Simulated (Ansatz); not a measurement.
# G0W0 on several functionals: BaZnPF (P4/nmm)

One-shot GW is not self-consistent; how far does the start matter for BaZnPF (P4/nmm)?

Main program and level: Ansatz 0.2.0; G0W0 on several functionals, plane waves, PAW.

Report form: the programs' logs are mostly left out.

In doubt: masses and optical values from hybrid runs of this build are listed as unsure (steps 6, 7, 8), which bears on the screening that GW takes from such a start.

## 1. Set-up

Symmetry: P4/nmm, No. 129, tetragonal system. The conventional cell has a = 4.156 Å, b = 4.156 Å, c = 9.457 Å, α = 90.00°, β = 90.00°, γ = 90.00°. Nearest to Ba lie 4 F at 2.62 Å and 4 P at 3.41 Å. Nearest to Zn lie 4 P at 2.51 Å. P has 4 Zn at 2.51 Å and 4 Ba at 3.41 Å nearest. Nearest to F lie 4 Ba at 2.62 Å. Farther neighbours and most contacts between anions are not listed.

The cell and positions come from the Crystallography Open Database and are kept as given unless a step says otherwise. Spin-orbit coupling is left out unless a step names it.

## 2. G0W0 on LDA

G0W0 replaces the xc potential by the self-energy, built once from these orbitals. Only a window of levels is corrected, while the sums run over the empty bands that the input names. This step takes PAW set soft_1 files.

This step: G0W0 on LDA, plane waves, PAW; PAW set soft_1.

The input, input.yaml:

```yaml
crystal:
  lattice:
    - [4.15634, 0.0, 0.0]
    - [0.0, 4.15634, 0.0]
    - [0.0, 0.0, 9.45743]
  atoms:
    - { symbol: Ba, position: [0.5, 0.0, 0.33177] }
    - { symbol: Ba, position: [0.0, 0.5, 0.66823] }
    - { symbol: Zn, position: [0.5, 0.5, 0.0] }
    - { symbol: Zn, position: [0.0, 0.0, 0.0] }
    - { symbol: P, position: [0.0, 0.5, 0.1491] }
    - { symbol: P, position: [0.5, 0.0, 0.8509] }
    - { symbol: F, position: [0.5, 0.5, 0.5] }
    - { symbol: F, position: [0.0, 0.0, 0.5] }
kpoints:
  mp_grid: { grid: [4, 4, 2] }
hamiltonian:
  xc: lda
  pseudopotentials: { kind: paw, azcp: { folder: soft_1 }, xc_functional: pbe }
scf:
  occupations: { method: fixed }
gw:
  n_empty_bands: 370
  ecut_chi: 100
  qp_bands: [v2, c2]
  qp_kpoints: band_edges
  screening: { model: contour_deformation }
```

The run is started by

```console
$ ansatz run input.yaml --threads 2 --pin off --max-ram 92160MiB --backend cuda --events-out ev --progress --plain --runs-dir out --devices 1 --max-vram 13GiB
```

Elapsed: 16 s, on 1 × NVIDIA H100 80GB HBM3 (shared by 6 runs) with 2 threads of AMD EPYC 7R13 (Zen 3), shared host; peak memory 1.7 GiB; 25 s of CPU time.

Numbers from this step:

* bands summed: 404
* RPA ε∞ on this mesh (eigenvalues): 4.730, 11.15, 11.15
* plane waves in the screening matrix: 379
* q-points in the mesh: 32
* G0W0 gap on the mesh: 1.256 eV
* k of the valence top: 0, 0, 0
* k of the conduction bottom: 0, 0, 0
* starting gap on the mesh: 0.2495 eV
* Z at the valence top: 0.7514
* Z at the conduction bottom: 0.7784
* least direct G0W0 gap on the computed points: 1.256 eV

The gap on the mesh goes from 0.25 eV to 1.26 eV, a correction of +1.01 eV. Between the two edge states, bare exchange in place of the xc potential would open the gap by 6.07 eV, and correlation takes back 5.07 eV.

## 3. G0W0 on PBEsol

The same correction from a different start measures what one shot leaves open.

This step: G0W0 on PBEsol, plane waves, PAW; PAW set soft_1.

input.yaml: that of step 2 with these lines changed.

```diff
@@ -17,3 +17,3 @@
 hamiltonian:
-  xc: lda
+  xc: pbesol
   pseudopotentials: { kind: paw, azcp: { folder: soft_1 }, xc_functional: pbe }
```

The job ended after 22 s (1 × NVIDIA H100 80GB HBM3 (shared by 6 runs) with 2 threads; peak memory 1.7 GiB).

This step gave:

* bands summed: 404
* RPA ε∞ on this mesh (eigenvalues): 4.642, 10.67, 10.67
* plane waves in the screening matrix: 379
* q-points in the mesh: 32
* G0W0 gap on the mesh: 1.296 eV
* k of the valence top: 0, 0, 0
* k of the conduction bottom: 0, 0, 0
* starting gap on the mesh: 0.3431 eV
* Z at the valence top: 0.7533
* Z at the conduction bottom: 0.7804
* least direct G0W0 gap on the computed points: 1.296 eV

Against the run with 4×4×2 mesh, 370 empty bands, screening to 100 eV, PAW set soft_1 files on LDA, the gap moves by +0.04 eV, while the start moved by +0.09 eV.

## 4. G0W0 on PBE

This step: G0W0 on PBE, plane waves, PAW; PAW set soft_1.

input.yaml: that of step 3 with these lines changed.

```diff
@@ -17,4 +17,4 @@
 hamiltonian:
-  xc: pbesol
-  pseudopotentials: { kind: paw, azcp: { folder: soft_1 }, xc_functional: pbe }
+  xc: pbe
+  pseudopotentials: { kind: paw, azcp: { folder: soft_1 } }
 scf:
```

The job ended after 36 s (1 × NVIDIA H100 80GB HBM3 (shared by 6 runs) with 2 threads; peak memory 1.7 GiB; 59 s of CPU time).

This step gave:

```yaml
bands_summed: 404
rpa_eps_infinity_on_this_mesh_eigenvalues: 4.513, 10.07, 10.07
plane_waves_in_the_screening_matrix: 379
g0w0_gap_on_the_mesh: 1.299 eV
k_of_the_valence_top: 0, 0, 0
k_of_the_conduction_bottom: 0, 0, 0
starting_gap_on_the_mesh: 0.4246 eV
least_direct_g0w0_gap_on_the_computed_points: 1.299 eV
```

Against the run with 4×4×2 mesh, 370 empty bands, screening to 100 eV, PAW set soft_1 files on PBEsol, the gap moves by +0.004 eV, while the start moved by +0.08 eV.

## 5. G0W0 on r2SCAN

This step: G0W0 on r2SCAN, plane waves, PAW; PAW set soft_1.

input.yaml: that of step 4 with these lines changed.

```diff
@@ -17,3 +17,3 @@
 hamiltonian:
-  xc: pbe
+  xc: r2scan
   pseudopotentials: { kind: paw, azcp: { folder: soft_1 } }
```

It took 20 s on 1 × NVIDIA H100 80GB HBM3 (shared by 6 runs) with 2 threads; peak memory 2 GiB.

This step gave:

```
bands summed                                 : 404
RPA ε∞ on this mesh (eigenvalues)            : 4.136, 8.275, 8.275
plane waves in the screening matrix          : 379
G0W0 gap on the mesh                         : 1.509 eV
k of the valence top                         : 0, 0, 0
k of the conduction bottom                   : 0, 0, 0
starting gap on the mesh                     : 0.7249 eV
least direct G0W0 gap on the computed points : 1.509 eV
```

Against the run with 4×4×2 mesh, 370 empty bands, screening to 100 eV, PAW set soft_1 files on PBE, the gap moves by +0.21 eV, while the start moved by +0.30 eV.

## 6. G0W0 on HSE06

This step: G0W0 on HSE06, plane waves, PAW; PAW set soft_1.

input.yaml: that of step 5 with these lines changed.

```diff
@@ -17,3 +17,3 @@
 hamiltonian:
-  xc: r2scan
+  xc: hse06
   pseudopotentials: { kind: paw, azcp: { folder: soft_1 } }
```

Run time: 60 s. Hardware: 1 × NVIDIA H100 80GB HBM3 (shared by 6 runs) with 2 threads; peak memory 2.1 GiB.

Numbers from this step:

```
bands summed                                 : 404
RPA ε∞ on this mesh (eigenvalues)            : 3.823, 7.059, 7.059
plane waves in the screening matrix          : 379
G0W0 gap on the mesh                         : 1.726 eV
k of the valence top                         : 0, 0, 0
k of the conduction bottom                   : 0, 0, 0
starting gap on the mesh                     : 1.241 eV
least direct G0W0 gap on the computed points : 1.726 eV
```

Against the run with 4×4×2 mesh, 370 empty bands, screening to 100 eV, PAW set soft_1 files on r2SCAN, the gap moves by +0.22 eV, while the start moved by +0.52 eV.

## 7. G0W0 on PBE0

This step: G0W0 on PBE0, plane waves, PAW; PAW set soft_1.

input.yaml: that of step 6 with these lines changed.

```diff
@@ -17,3 +17,3 @@
 hamiltonian:
-  xc: hse06
+  xc: pbe0
   pseudopotentials: { kind: paw, azcp: { folder: soft_1 } }
```

Wall time 56 s (1 × NVIDIA H100 80GB HBM3 (shared by 6 runs) with 2 threads); peak memory 2 GiB; 68 s of CPU time.

Numbers from this step:

* bands summed: 404
* RPA ε∞ on this mesh (eigenvalues): 3.618, 6.133, 6.133
* plane waves in the screening matrix: 379
* G0W0 gap on the mesh: 1.895 eV
* k of the valence top: 0, 0, 0
* k of the conduction bottom: 0, 0, 0
* starting gap on the mesh: 1.913 eV
* least direct G0W0 gap on the computed points: 1.895 eV

Against the run with 4×4×2 mesh, 370 empty bands, screening to 100 eV, PAW set soft_1 files on HSE06, the gap moves by +0.17 eV, while the start moved by +0.67 eV.

## 8. G0W0 on Hartree-Fock

This step: G0W0 on Hartree-Fock, plane waves, PAW; PAW set soft_1.

input.yaml: that of step 7 with these lines changed.

```diff
@@ -17,3 +17,3 @@
 hamiltonian:
-  xc: pbe0
+  xc: hf
   pseudopotentials: { kind: paw, azcp: { folder: soft_1 } }
```

It took 81 s on 1 × NVIDIA H100 80GB HBM3 (shared by 6 runs) with 2 threads; peak memory 2 GiB.

This step gave:

```
bands summed                                 : 404
RPA ε∞ on this mesh (eigenvalues)            : 2.433, 2.975, 2.975
plane waves in the screening matrix          : 379
G0W0 gap on the mesh                         : 3.298 eV
k of the valence top                         : 0, 0, 0
k of the conduction bottom                   : 0, 0, 0
starting gap on the mesh                     : 6.924 eV
least direct G0W0 gap on the computed points : 3.298 eV
```

Against the run with 4×4×2 mesh, 370 empty bands, screening to 100 eV, PAW set soft_1 files on PBE0, the gap moves by +1.40 eV, while the start moved by +5.01 eV.

## 9. Side by side

All on the 4×4×2 mesh with 370 empty bands and screening to 100 eV. Times are wall times on 1 × NVIDIA H100 80GB HBM3 (shared by 6 runs) with 2 threads of AMD EPYC 7R13 (Zen 3), shared host, good to a factor of about two.

| start | starting gap (eV) | shift (eV) | G0W0 gap (eV) | RPA ε∞ (harmonic mean) | Z (valence, conduction) | time |
| --- | --- | --- | --- | --- | --- | --- |
| LDA | 0.25 | +1.01 | 1.26 | 7.68 | 0.75, 0.78 | 16 s |
| PBEsol | 0.34 | +0.95 | 1.30 | 7.45 | 0.75, 0.78 | 22 s |
| PBE | 0.42 | +0.87 | 1.30 | 7.14 | 0.75, 0.78 | 36 s |
| r2SCAN | 0.72 | +0.78 | 1.51 | 6.21 | 0.77, 0.79 | 20 s |
| HSE06 | 1.24 | +0.48 | 1.73 | 5.51 | 0.78, 0.81 | 60 s |
| PBE0 | 1.91 | −0.02 | 1.90 | 4.98 | 0.80, 0.82 | 56 s |
| Hartree-Fock | 6.92 | −3.63 | 3.30 | 2.77 | 0.88, 0.89 | 81 s |

How the two edges are built up, in eV (the quasiparticle level is the starting level plus Σx plus Σc less Vxc):

| run | edge | start | Σx | Σc | Vxc | Z | QP |
| --- | --- | --- | --- | --- | --- | --- | --- |
| LDA | valence top | 8.21 | -18.01 | 1.47 | -16.18 | 0.75 | 7.86 |
| LDA | conduction bottom | 8.46 | -9.33 | -3.60 | -13.58 | 0.78 | 9.11 |
| PBEsol | valence top | 8.37 | -18.09 | 1.54 | -16.06 | 0.75 | 7.88 |
| PBEsol | conduction bottom | 8.71 | -9.25 | -3.54 | -13.26 | 0.78 | 9.17 |
| PBE | valence top | 8.49 | -18.13 | 1.56 | -16.05 | 0.75 | 7.97 |
| PBE | conduction bottom | 8.92 | -9.24 | -3.51 | -13.10 | 0.78 | 9.27 |
| r2SCAN | valence top | 8.32 | -18.24 | 1.57 | -16.28 | 0.77 | 7.93 |
| r2SCAN | conduction bottom | 9.05 | -9.08 | -3.47 | -12.94 | 0.79 | 9.44 |

## 10. Summary of results

```yaml
g0w0_lda: 1.26 eV (start 0.25 eV)
g0w0_pbesol: 1.30 eV (start 0.34 eV)
g0w0_pbe: 1.30 eV (start 0.42 eV)
g0w0_r2scan: 1.51 eV (start 0.72 eV)
g0w0_hse06: 1.73 eV (start 1.24 eV)
g0w0_pbe0: 1.90 eV (start 1.91 eV)
g0w0_hartree_fock: 3.30 eV (start 6.92 eV)
known_limits: not at the basis limit; d shell near the gap, gap tends to lie low; no spin-orbit coupling; coarse k mesh
```

What this shows: The starting gaps span 6.67 eV and the G0W0 gaps 2.04 eV. Between LDA and Hartree-Fock, 2.04 eV of the 6.67 eV survives, 31 %. On Hartree-Fock the correction is negative: that start lies above its own G0W0 value. The smallest correction, −0.02 eV, is on PBE0, the start nearest to reproducing itself. Bands and cutoff are finite, so the gap is not at the basis limit. The miss can reach some tenths of an eV and take either sign; the mesh is an error of its own. The 4×4×2 mesh is coarse for this cell (its supercell is 17 Å along the shortest edge). The RPA ε∞ on it, from the LDA start, is 4.73 and 11.15; such meshes misread the long-range screening, most where the gap is narrow. The program warns that the mesh is coarse for exact exchange, which bears on the hybrid start's gap. A d shell, filled or nearly so, lies near the gap. One-shot GW converges very slowly in bands there, not always from below, and on a semilocal start the gap tends to come out low; starts rich in exact exchange can overshoot instead. The many-body steps are scalar-relativistic: spin-orbit coupling is not in them.

[Paths, hosts, dates, memory and timing lines, banners, echoed tables and standing remarks are left out of the program output.]

[Logs are printed without paths, hosts, clocks, repeated set-up lines and the standing remarks that a program may print on its own settings, such as how far it seeks lower states.]

[Runs of the session that timed out or met a known fault of the program may be left out.]

[Cells called generated may have been cut or substituted from an entry of the Crystallography Open Database or the Materials Project.]

[Hosts, paths, dates, database ids (printed as entryN), source tags and the programs' standing remarks are cut or masked in the printed files.]
